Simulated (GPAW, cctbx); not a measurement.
# WBrF: what bonding does to one electron reflection, worked out

WBrF, P4/nmm (no. 129, origin choice 1), a = 3.1273 Å, b = 3.1273 Å, c = 10.0161 Å, α = 90.00°, β = 90.00°, γ = 90.00°.

```
atom  mult.    x  y       z
  W1      2  1/2  0  0.8315
 Br1      2  1/2  0  0.3383
  F1      2    0  0       0
```

The cell comes from substitution in a known structure type and wasn't matched to any measured phase.

A DFT run (GPAW, PBE, 550 eV, 6×6×2 k-points (along the axes of the calculation cell), Fermi–Dirac width 0.05 eV) gives the static X-ray structure factor of 001 as 52.872 e for the conventional cell; superposed free atoms give 52.806 e. **Problem.** Find the Fourier component V of the crystal potential and the two-beam extinction distance at 200 kV in both cases, then the holographic phase shift per nanometre.

**1. Geometry**

The cell volume is Ω = 97.96 Å³ and d(001) = 10.0161 Å, so g = 1/d = 0.0998 Å⁻¹.

**2. The nuclei**

Electrons feel nuclei as well as electrons, so the nuclear charges are summed with the same phases.

Phase sums Σ exp(2πi h·x), turned so that the total is real and positive: W +0.980, Br -1.054, F +2.000. Then F_Z = 74 × (+0.980) + 35 × (-1.054) + 9 × (+2.000) = 53.63 e. The electron term has the same sign for this reflection.

**3. Mott–Bethe**

Poisson's equation, term by term, gives V = (e/4πε₀)(F_Z − F)/(πΩg²), with e/4πε₀ = 14.3996 V Å.

The prefactor is 14.3996 × 10.0161²/(π × 97.96) = 4.69415 V per electron. Free atoms: (53.63 − 52.806) × 4.69415 = 3.870 V. Crystal: (53.63 − 52.872) × 4.69415 = 3.560 V. F changes by +0.12 % and V by -8.0 %: the same 0.07 e is measured against F_Z − F = 0.8 e in place of F = 52.8 e.

**4. Extinction distance**

In the two-beam case ξ = 1/(λU) with U = 2γm₀eV/h², that is ξ = 150.41 V Å²/(γλV).

At 200 kV, λ = 0.02508 Å and γ = 1.3914. Free atoms: ξ = 1114 Å. Crystal: ξ = 1211 Å. The thickness fringes go as sin²(πt/ξ), so the two patterns slip by a quarter of a period when t|1/ξ₁ − 1/ξ₀| = 1/4, at t ≈ 348 nm. Thermal motion, absorption and many-beam coupling, left out here, change a real pattern.

**5. Phase shift**

A slab run (normal [001], unrelaxed) gives a mean inner potential of 19.96 V; free atoms give 20.81 V. The phase shift is φ = C_E V₀ t, with C_E = (2π/λE)(E + m₀c²)/(E + 2m₀c²).

C_E = 7.288 × 10⁻³ rad/(V nm). The shift is 0.1455 rad/nm in the crystal and 0.1517 rad/nm for free atoms. A sample 50 nm thick gives φ = 7.28 rad; read with the free-atom value it would seem 48.0 nm thick.

**6. Answer**

V(001) is 3.56 V against 3.87 V, and ξ is 1211 against 1114 Å. The phase shift is 0.146 rad/nm, and free atoms would misjudge a thickness by -4 %. Limits: static atoms, two beams.

[Outputs are excerpts: Python notices, other lines and further rows are left out; steps that failed or that the build refused (PBEsol, TPSS) are not shown.]

[Logs are printed without paths, hosts, clocks, repeated set-up lines and the standing remarks that a program may print on its own settings, such as how far it seeks lower states.]
